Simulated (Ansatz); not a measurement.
# Phonons of Ca3TlN (Pm-3m) against volume

Aim: how the phonons of Ca3TlN (Pm-3m) shift with volume, and the thermal expansion that follows.

Calculated with Ansatz 0.2.0; DFT PBEsol, scalar-relativistic, plane waves, PAW; PAW set soft_1.

## 1. Starting point

Symmetry: Pm-3m, No. 221, cubic system. Conventional cell: a = 4.875 Å, b = 4.875 Å, c = 4.875 Å, α = 90.00°, β = 90.00°, γ = 90.00°. Ca has 2 N at 2.44 Å nearest. Nearest to Tl lie 12 Ca at 3.45 Å. N has 6 Ca at 2.44 Å nearest. Farther neighbours, and contacts between anions beyond the nearest, are not listed.

## 2. The dispersion

Stability and thermal properties need the whole zone. Linear response on a 2×2×2 q mesh gives force constants as far as a supercell of that size would.

Contents of input.yaml:

```yaml
crystal:
  lattice:
    - [4.8747400695, 0.0, 0.0]
    - [0.0, 4.8747400695, 0.0]
    - [0.0, 0.0, 4.8747400695]
  atoms:
    - { symbol: Ca, position: [0.5, 0.5, 0.0] }
    - { symbol: Ca, position: [0.5, 0.0, 0.5] }
    - { symbol: Ca, position: [0.0, 0.5, 0.5] }
    - { symbol: Tl, position: [0.0, 0.0, 0.0] }
    - { symbol: "N", position: [0.5, 0.5, 0.5] }
kpoints:
  mp_grid: { grid: [8, 8, 8] }
hamiltonian:
  xc: pbesol
  pseudopotentials: { kind: paw, azcp: { folder: soft_1 }, xc_functional: pbe }
scf:
  occupations: { method: methfessel_paxton, width: 0.2 }
output:
  eigenvalues: true
phonons:
  method: dfpt
  qmesh: [2, 2, 2]
  temperatures: { t_max: 1000, t_step: 50 }
  qpath:
    path:
      - [[0.0, 0.0, 0.0], [0.0, 0.5, 0.0], [0.5, 0.5, 0.0], [0.0, 0.0, 0.0], [0.5, 0.5, 0.5], [0.0, 0.5, 0.0]]
      - [[0.5, 0.5, 0.5], [0.5, 0.5, 0.0]]
    npoints: 10
```

Command:

```console
> ansatz run input.yaml --threads 4 --pin off --max-ram 10240MiB --backend cpu --events-out ev --progress --plain --runs-dir out
```

Standard output:

```text
Engine: ansatz 0.2.0, aarch64-unknown-linux-gnu
Pseudopotentials: kind: paw
Pseudopotential: Ca, paw, valence charge 10, recommended cutoff 420 eV (normal), soft_1/Ca.paw.azcp
Pseudopotential: Tl, paw, valence charge 13, recommended cutoff 420 eV (normal), soft_1/Tl.paw.azcp
Pseudopotential: N, paw, valence charge 5, recommended cutoff 420 eV (normal), soft_1/N.paw.azcp
Functional definition: PBEsol
  exchange = pbesol_x
  correlation = pbesol_c
Crystal: 5 atoms, lattice volume = 115.839 Å³
Basis set: ecut = 420 eV, 2301 PW (Γ), exchange–correlation on 72×72×72 points (8 copies of the dense FFT grid, shifted against one another)
Bands: 29, of which v1, the nominal top of the filled ones, is band 24 counted from 1 (23 counted from 0)
Symmetry: 48 space group operations
k-points: 35 of 512
Non-local potential: Ca, projectors of the file, l = 0: 3, l = 1: 2, l = 2: 2
Non-local potential: Tl, projectors of the file, l = 0: 2, l = 1: 2, l = 2: 2, l = 3: 1
Non-local potential: N, projectors of the file, l = 0: 2, l = 1: 2, l = 2: 1
PAW form: soft (Blöchl's): semilocal exchange-correlation on the pseudo side does not see the compensation charge
PAW frozen core: Ca, regenerated for the run's functional, and the local potential with it (the file was generated under x = pbe(κ = 0.804, μ = 0.219515), c = pbe(β = 0.066725))
PAW frozen core: Tl, regenerated for the run's functional, and the local potential with it (the file was generated under x = pbe(κ = 0.804, μ = 0.219515), c = pbe(β = 0.066725))
PAW frozen core: N, regenerated for the run's functional, and the local potential with it (the file was generated under x = pbe(κ = 0.804, μ = 0.219515), c = pbe(β = 0.066725))
PAW one-centre angular grid: Ca, 110 points (default); XC on 64 Gauss nodes
PAW one-centre angular grid: Tl, 590 points (default); XC on 64 Gauss nodes
PAW one-centre angular grid: N, 110 points (default); XC on 64 Gauss nodes
Initial density: superposition of atomic densities (chi_scale 0.1, normalization cell, long waves kept (reshape's long-wave potential 0.00 eV rms))
Initial wavefunctions: pseudopotential atomic-orbital guess
Functional: x = pbesol(κ = 0.804, μ = 0.123457), c = pbesol(β = 0.046)
SCF iter   1: F=—  HF=-17061.763906 eV  |F-HF|=—  |Δ(HF+E_count)|=         —  Δρ=3.87e-2  dr2=2.57e0  ethr=3.10e-3  ⟨swp⟩=7.8  Hψ=4694  notcnv=0
preconditioner: auto → Kerker (q_TF=auto, 2.356 Å⁻¹)  [metal: Δε(μ)=0.023 eV  Ē_g=7.868 eV  σ=0.200 eV  W_gap=0.10  n_scr=26 (ndim 8)  ℏωp=16.9 eV  f_vac=0.000  D(μ)=4.14/eV (n_scr^D=26)]
SCF iter   2: F=—  HF=-17061.152197 eV  |F-HF|=—  |Δ(HF+E_count)|=   6.12e-1  S|Δr|=    0.00e0  Δρ=1.79e-2  dr2=8.78e-1  ethr=3.10e-3  ⟨swp⟩=2.4  Hψ=1870  notcnv=0  defer=1
SCF iter   3: F=—  HF=-17060.958222 eV  |F-HF|=—  |Δ(HF+E_count)|=   1.94e-1  S|Δr|=    0.00e0  Δρ=1.11e-2  dr2=1.78e-1  ethr=1.83e-3  ⟨swp⟩=2.3  Hψ=1424  notcnv=0  defer=1
SCF iter   4: F=—  HF=-17060.912172 eV  |F-HF|=—  |Δ(HF+E_count)|=   4.60e-2  S|Δr|=    0.00e0  Δρ=3.69e-3  dr2=4.97e-2  ethr=3.72e-4  ⟨swp⟩=2.1  Hψ=1800  notcnv=0
SCF iter   5: F=—  HF=-17060.899704 eV  |F-HF|=—  |Δ(HF+E_count)|=   1.25e-2  S|Δr|=    0.00e0  Δρ=1.41e-3  dr2=3.11e-3  ethr=1.04e-4  ⟨swp⟩=2.0  Hψ=1191  notcnv=0
SCF iter   6: F=—  HF=-17060.899565 eV  |F-HF|=—  |Δ(HF+E_count)|=   1.39e-4  S|Δr|=    0.00e0  Δρ=4.03e-4  dr2=4.23e-4  ethr=6.48e-6  ⟨swp⟩=2.0  Hψ=1611  notcnv=0  defer=1
SCF iter   7: F=—  HF=-17060.899510 eV  |F-HF|=—  |Δ(HF+E_count)|=   5.52e-5  S|Δr|=    0.00e0  Δρ=9.89e-5  dr2=1.25e-5  ethr=8.81e-7  ⟨swp⟩=2.0  Hψ=1225  notcnv=0  defer=1
SCF iter   8: F=—  HF=-17060.899525 eV  |F-HF|=—  |Δ(HF+E_count)|=   1.48e-5  S|Δr|=    0.00e0  Δρ=1.85e-5  dr2=4.64e-7  ethr=2.61e-8  ⟨swp⟩=2.1  Hψ=1453  notcnv=0  defer=1
SCF iter   9: F=—  HF=-17060.899516 eV  |F-HF|=—  |Δ(HF+E_count)|=   8.54e-6  S|Δr|=    0.00e0  Δρ=4.43e-6  dr2=2.87e-8  ethr=9.66e-10  ⟨swp⟩=2.7  Hψ=1802  notcnv=0  defer=1
SCF iter  10: F=—  HF=-17060.899516 eV  |F-HF|=—  |Δ(HF+E_count)|=   2.03e-9  S|Δr|=    0.00e0  Δρ=8.93e-7  dr2=9.96e-10  ethr=5.98e-11  ⟨swp⟩=3.0  Hψ=1967  notcnv=0  defer=1
SCF iter  11: F=—  HF=-17060.899516 eV  |F-HF|=—  |Δ(HF+E_count)|=  1.96e-10  S|Δr|=    0.00e0  Δρ=2.35e-7  dr2=8.53e-11  ethr=2.08e-12  ⟨swp⟩=2.1  Hψ=1209  notcnv=0  defer=1
SCF iter  12: F=—  HF=-17060.899516 eV  |F-HF|=—  |Δ(HF+E_count)|=  1.46e-11  S|Δr|=    0.00e0  Δρ=1.56e-7  dr2=3.55e-11  ethr=1.00e-12  ⟨swp⟩=6.9  Hψ=4631  notcnv=0
SCF iter  13: F=-17060.899516 eV  HF=-17060.899516 eV  |F-HF|=0.00e0  |Δ(HF+E_count)|=  1.09e-11  S|Δr|=    0.00e0  Δρ=2.11e-8  dr2=1.02e-12  ethr=1.00e-12  ⟨swp⟩=4.2  Hψ=4081  notcnv=0
SCF 1 converged in 13 iterations: F = -17060.899516 eV  dr2 = 1.02e-12
  greatest PAW one-centre occupation: 0.995 electrons in one spin orbital (limit 2), on the Ca atom at site 2 (counted from 0), in its partial waves of l = 0
Initial density: read from a saved state, or passed on in memory by an earlier SCF of this step, an earlier step, the calling program or the single point that the run made first
iter 1 solved again at ethr=4.59e-7 eV; its pass at ethr=3.10e-3 eV (dr2=2.20e-4 eV) is discarded
SCF iter   1: F=—  HF=-17060.899514 eV  |F-HF|=—  |Δ(HF+E_count)|=         —  Δρ=8.40e-7  dr2=6.47e-10  ethr=4.59e-7  ⟨swp⟩=3.0  Hψ=7127  notcnv=0
eigensolver tolerance schedule: the retry pair's looser diagonalisation over-reported the residual by 340363.66 of it (diagonalisation noise at an unbounded share of the residual, at the tolerance the schedule requests for it); recorded, not acted on — ethr = c·dr2/N_el stays at c = 1.0e-1
preconditioner: auto → Kerker (q_TF=auto, 2.356 Å⁻¹)  [metal: Δε(μ)=0.115 eV  Ē_g=15.236 eV  σ=0.200 eV  W_gap=0.45  n_scr=26 (ndim 8)  ℏωp=22.4 eV  f_vac=0.000  D(μ)=3.44/eV (n_scr^D=26)]
SCF iter   2: F=—  HF=-17060.899516 eV  |F-HF|=—  |Δ(HF+E_count)|=   2.69e-6  S|Δr|=    0.00e0  Δρ=7.66e-7  dr2=7.60e-10  ethr=1.35e-12  ⟨swp⟩=4.0  Hψ=3002  notcnv=0
SCF iter   3: F=—  HF=-17060.899516 eV  |F-HF|=—  |Δ(HF+E_count)|=  1.16e-10  S|Δr|=    0.00e0  Δρ=3.37e-7  dr2=1.17e-10  ethr=1.35e-12  ⟨swp⟩=2.0  Hψ=1402  notcnv=0
SCF iter   4: F=—  HF=-17060.899516 eV  |F-HF|=—  |Δ(HF+E_count)|=  1.82e-11  S|Δr|=    0.00e0  Δρ=1.83e-7  dr2=2.78e-11  ethr=1.00e-12  ⟨swp⟩=1.0  Hψ=1015  notcnv=0
SCF iter   5: F=-17060.899516 eV  HF=-17060.899516 eV  |F-HF|=7.28e-12  |Δ(HF+E_count)|=  3.64e-12  S|Δr|=    0.00e0  Δρ=9.76e-8  dr2=9.42e-12  ethr=1.00e-12  ⟨swp⟩=2.9  Hψ=2366  notcnv=0
SCF 2 converged in 5 iterations: F = -17060.899516 eV  dr2 = 9.42e-12
phonons: the bands overlap, so this run is a metal and interpolates without the dipole-dipole term. If the crystal is really an insulator or semiconductor, its LO-TO splitting is missing
NSCF: frozen V_eff on 35 k-points
NSCF: frozen V_eff on 125 k-points
DFPT response loops at q = (0, 0, 0) (fractional): preconditioner auto → Kerker (q_TF=auto, 2.356 Å⁻¹) (partly filled bands, converged f_vac=0.000); β = 1.00, the filter's whole step (`scf.mixing.beta` (0.50) is not read by the response loops under this deck's `scf.mixing.preconditioner`; to damp them name `kerker` or `kerker_dos`, under which they read `scf.mixing.beta`, and type it under 1.00, their step now; both keys bind the ground state too); Broyden in place of MSR1
NSCF: frozen V_eff on 250 k-points
DFPT response loops at q = (0, 0, -0.5) (fractional): mixed as the last ones told, above
NSCF: frozen V_eff on 250 k-points
DFPT response loops at q = (0, -0.5, -0.5) (fractional): mixed as the last ones told, above
NSCF: frozen V_eff on 250 k-points
DFPT response loops at q = (-0.5, -0.5, -0.5) (fractional): mixed as the last ones told, above
SCF converged after 13 iterations
Stability not checked: this state was not tested for a lower state beside it, because cold or Methfessel-Paxton smearing, or corrected tetrahedra, fill the levels in a way that the test cannot read (fill_not_monotonic; see scf.lower_state_search)
Free energy (F): -17060.899516 eV
Harris-Foulkes:  -17060.899516 eV  (|F-HF|=0.00e0)
Internal energy: -17060.899684 eV  (E = F + TS)
E sigma→0 (E₀):  -17060.899558 eV
Entropy (-TS):   0.000168 eV (0.034 meV/atom)
Fermi energy:    8.491647 eV
--- Per-component energies (eV) ---
  E_band       = -377.807226
  E_kinetic    = 1158.296183
  E_local      = -3139.470686  (includes V_loc(G=0)·N_el)
  E_nonlocal   = 624.121223
  E_hartree    = 1065.343945
  E_xc         = -623.648145
  E_vxc        = -673.493223  (∫ρ·V_xc dr)
  E_paw        = -12692.028807  (= ΣΔE_a)
  E_vpaw       = -477.949346  (= ΣTr[D̂ρ^β])
  E_aug_tail   = 0.000755  (compensation charges beyond the density's cutoff)
  E_ewald      = -3453.936967
  E_core_change = 0.422815  (= ΣΔE_core)
  E_smearing   = 0.000168  (= −TS)
  E_closure    = -0.000000  (closes the sum)
  Σ components = -17060.899516   (vs F -17060.899516, Δ=0.00e0)
--- Band table (eV; the first three rows and the last of 35) ---
  k-point 0: bands = [... 20 lower, 7.4335, 7.4335, 9.4062, 9.4062, 10.1575, 10.1575, 10.1575, 10.3163, ... 1 higher]
  k-point 1: bands = [... 20 lower, 7.4190, 7.4190, 8.7716, 9.5150, 9.6273, 9.6273, 10.2261, 10.3569, ... 1 higher]
  k-point 2: bands = [... 20 lower, 7.3855, 7.3855, 7.7258, 9.1661, 9.1661, 9.8204, 10.4666, 10.5888, ... 1 higher]
  k-point 34: bands = [... 20 lower, 5.8454, 5.8454, 7.8937, 7.8937, 7.8937, 10.9874, 10.9874, 10.9874, ... 1 higher]
--- Phonons (Γ-DFPT): 4 representative perturbations + reference (Σ response iterations 12) ---
  ASR residual: 4.336e-5 → 0.000e0 eV/Å²; symmetrization residual: 2.934e-6 eV/Å²
  ASR residual per site (eV/Å²): 4.34e-5 4.34e-5 4.34e-5 1.44e-5 3.83e-5
  Γ frequencies (cm⁻¹): 0.00 0.00 0.00 90.40 90.40 90.40 150.38 150.38 150.38 237.15 237.15 237.15 282.89 282.89 282.89
--- Phonons (arbitrary-q DFPT): 4 irreducible q on the 2×2×2 mesh ---
  q = [0.0000, 0.0000, 0.0000] (star 1, of the zone-centre solve; hermiticity 1.02e-6, symmetrization 2.81e-12): -0.00 -0.00 0.00 90.40 90.40 90.40 150.38 150.38 150.38 237.15 237.15 237.15 282.89 282.89 282.89
  q = [0.0000, 0.0000, -0.5000] (star 3, 9 solved perturbations in 975 linear systems a pass and spin channel, the states on 125 of 512 k-point pairs; hermiticity 1.28e-6, symmetrization 5.47e-13): 54.27 54.27 57.42 111.51 111.51 140.30 144.41 165.51 165.51 217.09 217.09 226.95 268.71 268.71 351.24
  q = [0.0000, -0.5000, -0.5000] (star 3, 9 solved perturbations in 975 linear systems a pass and spin channel, the states on 125 of 512 k-point pairs; hermiticity 1.26e-6, symmetrization 1.98e-13): 53.15 53.15 57.47 84.75 152.80 152.80 159.25 159.25 165.39 187.54 192.19 256.04 282.64 365.20 365.20
  q = [-0.5000, -0.5000, -0.5000] (star 1, 4 solved perturbations in 350 linear systems a pass and spin channel, the states on 125 of 512 k-point pairs; hermiticity 4.64e-7, symmetrization 7.85e-13): 52.10 52.10 52.10 76.35 76.35 76.35 165.34 165.34 210.62 210.62 210.62 314.83 341.04 341.04 341.04
  sum rule: each row above includes the acoustic sum rule's correction from the zone centre's row sums; it moved no ω² by more than (0.86 cm⁻¹)²
  mesh force constants: q→R imaginary residual 3.11e-18; ASR residual 4.336e-5 → 0.000e0 eV/Å²; symmetrization residual 4.441e-15 eV/Å²
  interpolated dispersion: 62 rows × 15 modes
  density of states and harmonic sums: on the 14×14×14 q-mesh, interpolated from the force constants of a 2×2×2 supercell (no non-analytic term)
  largest difference from the sums on the solved wave vectors: F 8.79e-2 eV, S 1.20e-4 and C_V 3.22e-5 eV/K
  zero-point energy: 0.161653 eV/cell   skipped modes (ω ≤ 0): 3   left out of the sums: 7.29e-5 of the cell's modes: C_V's classical limit lies that fraction below 3 k_B per atom; for a crystal, a wire or a layer, F and S can be off by more, and a phonons.interpolated_qmesh denser along its periods is the remedy for the sampling
```

Run time: 4.6 min. Hardware: 4 threads of Arm Neoverse V1, shared host; peak memory 1.4 GiB.

The column dr2 measures how far the density is from self-consistency, as an energy; F and HF (Harris–Foulkes) agree once it is small.

Read from the output:

| Item | Value |
| --- | --- |
| volume per atom | 23.17 Å³ |
| gap on the k-mesh | 0 eV |
| sum-rule residual before enforcement | 4.34e-5 eV/Å² |
| lowest frequency on the path | 0 cm⁻¹ |
| point group | m-3m |
| highest frequency on path, mesh or solved points | 365.2 cm⁻¹ |
| mean frequency | 173.8 cm⁻¹ |
| Debye temperature (second moment) | 366 K |
| logarithmic mean frequency | 145.9 cm⁻¹ |
| highest optical mode at the zone centre (no LO-TO term) | 282.9 cm⁻¹ |
| lowest optical zone-centre mode | 90.4 cm⁻¹ |
| lowest mode on the q mesh (acoustic modes at Γ apart) | 52.1 cm⁻¹ |
| zero-point energy per atom | 32.33 meV |
| heat capacity at 300 K | 23.23 J/(mol atoms K) |
| vibrational entropy at 300 K | 34.75 J/(mol atoms K) |
| edges of the widest gap between branches, on path and mesh | 57.5, 76.3 cm⁻¹ |

Frequencies (cm⁻¹) solved at each irreducible wavevector; negative means imaginary. Frequencies by wavevector, by row:

```csv
q in reciprocal lattice units,star,mode 1,mode 2,mode 3,mode 4,mode 13,mode 14,mode 15
0 0 0,1,0,0,0,90.4,282.9,282.9,282.9
0 0 -0.5,3,54.3,54.3,57.4,111.5,268.7,268.7,351.2
0 -0.5 -0.5,3,53.1,53.1,57.5,84.8,282.6,365.2,365.2
-0.5 -0.5 -0.5,1,52.1,52.1,52.1,76.3,341,341,341
```

Symmetry leaves 4 wavevectors to solve. The lowest mode among them, the acoustic zeros apart, lies at q = (-0.5, -0.5, -0.5) and is real, 52.1 cm⁻¹.

## 3. Relaxing at another volume, volume ratio 0.97

The volume is scaled by 0.97 and held; symmetry leaves nothing to relax, so this is a single point. The modes can then be followed against volume.

input.yaml, the sections that differ from step 2:

```yaml
crystal:
  lattice:
    - [4.8254969041, 0.0, 0.0]
    - [0.0, 4.8254969041, 0.0]
    - [0.0, 0.0, 4.8254969041]
  atoms:
    - { symbol: Ca, position: [0.5, 0.5, 0.0] }
    - { symbol: Ca, position: [0.5, 0.0, 0.5] }
    - { symbol: Ca, position: [0.0, 0.5, 0.5] }
    - { symbol: Tl, position: [0.0, 0.0, 0.0] }
    - { symbol: "N", position: [0.5, 0.5, 0.5] }
output:
  forces: true
  stress: true
  eigenvalues: true
# kpoints, hamiltonian, scf: as in step 2
# phonons: removed
```

Standard output:

```text
[...]
Crystal: 5 atoms, lattice volume = 112.364 Å³
Basis set: ecut = 420 eV, 2205 PW (Γ), exchange–correlation on 72×72×72 points (8 copies of the dense FFT grid, shifted against one another)
Bands: 29, of which v1, the nominal top of the filled ones, is band 24 counted from 1 (23 counted from 0)
Symmetry: 48 space group operations
[...]
k-points: 35 of 512
[...]
k-point 0: bands = [... 20 lower, 7.7881, 7.7881, 9.7442, 9.7442, 10.5387, 10.5387, 10.5387, 10.6452, ... 1 higher]
  k-point 1: bands = [... 20 lower, 7.7713, 7.7713, 9.1156, 9.8559, 9.9713, 9.9713, 10.6219, 10.6862, ... 1 higher]
  k-point 2: bands = [... 20 lower, 7.7325, 7.7325, 8.0554, 9.4984, 9.4984, 10.1693, 10.7965, 10.9911, ... 1 higher]
  k-point 34: bands = [... 20 lower, 6.1159, 6.1159, 8.2359, 8.2359, 8.2359, 11.3823, 11.3823, 11.3823, ... 1 higher]
[key lines of the parts left out:]
SCF converged after 9 iterations
Free energy (F): -17060.881310 eV
Fermi energy:    8.813169 eV
P = ⅓ Tr σ = 1.7153 GPa (17.153 kbar)
```

Run time: 2.4 s. Hardware: 4 threads; peak memory 0.44 GiB.

Read from the output:

```yaml
pressure: 1.715 GPa
volume_per_atom: 22.47 Å³
```

The run ends at a pressure of 1.72 GPa.

## 4. Phonons at the other volume, volume ratio 0.97

The phonons are repeated at this volume on the same meshes, so that differences come from the volume alone.

input.yaml, as its differences from that of step 3:

```diff
@@ -19,4 +19,11 @@
 output:
-  forces: true
-  stress: true
   eigenvalues: true
+phonons:
+  method: dfpt
+  qmesh: [2, 2, 2]
+  temperatures: { t_max: 1000, t_step: 50 }
+  qpath:
+    path:
+      - [[0.0, 0.0, 0.0], [0.0, 0.5, 0.0], [0.5, 0.5, 0.0], [0.0, 0.0, 0.0], [0.5, 0.5, 0.5], [0.0, 0.5, 0.0]]
+      - [[0.5, 0.5, 0.5], [0.5, 0.5, 0.0]]
+    npoints: 10
```

Standard output:

```text
[...]
Crystal: 5 atoms, lattice volume = 112.364 Å³
Basis set: ecut = 420 eV, 2205 PW (Γ), exchange–correlation on 72×72×72 points (8 copies of the dense FFT grid, shifted against one another)
Bands: 29, of which v1, the nominal top of the filled ones, is band 24 counted from 1 (23 counted from 0)
Symmetry: 48 space group operations
k-points: 35 of 512
[...]
SCF iter   1: F=—  HF=-17061.782296 eV  |F-HF|=—  |Δ(HF+E_count)|=         —  Δρ=3.88e-2  dr2=2.64e0  ethr=3.10e-3  ⟨swp⟩=7.6  Hψ=4671  notcnv=0
[...]
SCF iter  13: F=-17060.881310 eV  HF=-17060.881310 eV  |F-HF|=0.00e0  |Δ(HF+E_count)|=  7.28e-12  S|Δr|=    0.00e0  Δρ=1.81e-8  dr2=7.84e-13  ethr=1.00e-12  ⟨swp⟩=5.0  Hψ=3761  notcnv=0
SCF 1 converged in 13 iterations: F = -17060.881310 eV  dr2 = 7.84e-13
[...]
SCF iter   5: F=-17060.881310 eV  HF=-17060.881310 eV  |F-HF|=1.46e-11  |Δ(HF+E_count)|=    0.00e0  S|Δr|=    0.00e0  Δρ=9.33e-8  dr2=8.20e-12  ethr=1.00e-12  ⟨swp⟩=2.9  Hψ=2333  notcnv=0
SCF 2 converged in 5 iterations: F = -17060.881310 eV  dr2 = 8.20e-12
[...]
NSCF: frozen V_eff on 35 k-points
[...]
SCF converged after 13 iterations
[...]
Free energy (F): -17060.881310 eV
[...]
Internal energy: -17060.881165 eV  (E = F + TS)
E sigma→0 (E₀):  -17060.881273 eV
Entropy (-TS):   -0.000145 eV (-0.029 meV/atom)
Fermi energy:    8.813156 eV
[...]
--- Band table (eV; the first three rows and the last of 35) ---
  k-point 0: bands = [... 20 lower, 7.7882, 7.7882, 9.7442, 9.7442, 10.5387, 10.5387, 10.5387, 10.6453, ... 1 higher]
  k-point 1: bands = [... 20 lower, 7.7714, 7.7714, 9.1156, 9.8559, 9.9713, 9.9713, 10.6219, 10.6862, ... 1 higher]
  k-point 2: bands = [... 20 lower, 7.7326, 7.7326, 8.0554, 9.4984, 9.4984, 10.1693, 10.7966, 10.9911, ... 1 higher]
  k-point 34: bands = [... 20 lower, 6.1160, 6.1160, 8.2359, 8.2359, 8.2359, 11.3823, 11.3823, 11.3823, ... 1 higher]
[...]
ASR residual: 3.969e-5 → 0.000e0 eV/Å²; symmetrization residual: 4.010e-6 eV/Å²
  ASR residual per site (eV/Å²): 3.97e-5 3.97e-5 3.97e-5 1.24e-5 2.26e-5
[...]
--- Phonons (arbitrary-q DFPT): 4 irreducible q on the 2×2×2 mesh ---
[...]
interpolated dispersion: 62 rows × 15 modes
[...]
```

The job ended after 4.6 min (4 threads; peak memory 1.4 GiB; 18 min of CPU time).

Read from the output:

```
sum-rule residual before enforcement                       : 3.97e-5 eV/Å²
highest frequency on path, mesh or solved points           : 382.3 cm⁻¹
mean frequency                                             : 181.8 cm⁻¹
Debye temperature (second moment)                          : 384 K
logarithmic mean frequency                                 : 152.2 cm⁻¹
highest optical mode at the zone centre (no LO-TO term)    : 296.5 cm⁻¹
lowest optical zone-centre mode                            : 95.45 cm⁻¹
lowest mode on the q mesh (acoustic modes at Γ apart)      : 54.27 cm⁻¹
zero-point energy per atom                                 : 33.8 meV
heat capacity at 300 K                                     : 23.07 J/(mol atoms K)
vibrational entropy at 300 K                               : 33.78 J/(mol atoms K)
edges of the widest gap between branches, on path and mesh : 60.7, 77 cm⁻¹
```

Frequencies (cm⁻¹) solved at each irreducible wavevector; negative means imaginary. Frequencies by wavevector, by row:

```csv
q in reciprocal lattice units,star,mode 1,mode 2,mode 3,mode 4,mode 13,mode 14,mode 15
0 0 0,1,0,0,0,95.5,296.5,296.5,296.5
0 0 -0.5,3,56.9,56.9,60.4,114.5,290.1,290.1,367.4
0 -0.5 -0.5,3,55.5,55.5,60.6,86.9,303.5,382.3,382.3
-0.5 -0.5 -0.5,1,54.3,54.3,54.3,77,358.8,358.8,358.8
```

The highest optical mode at the zone centre (no LO-TO term) is 296.5 cm⁻¹, +13.6 cm⁻¹ against the base run.

(Continued in part 2 of 2.)

[Long decimals in the printed logs are rounded to 6 places.]

[Logs are printed without paths, hosts, clocks, repeated set-up lines and the standing remarks that a program may print on its own settings, such as how far it seeks lower states.]

[Hosts, paths, dates, database ids (printed as entryN), source tags and the programs' standing remarks are cut or masked in the printed files.]

[Where the starting crystal was built by hand or by swapping elements, it need not be the compound's stable phase.]
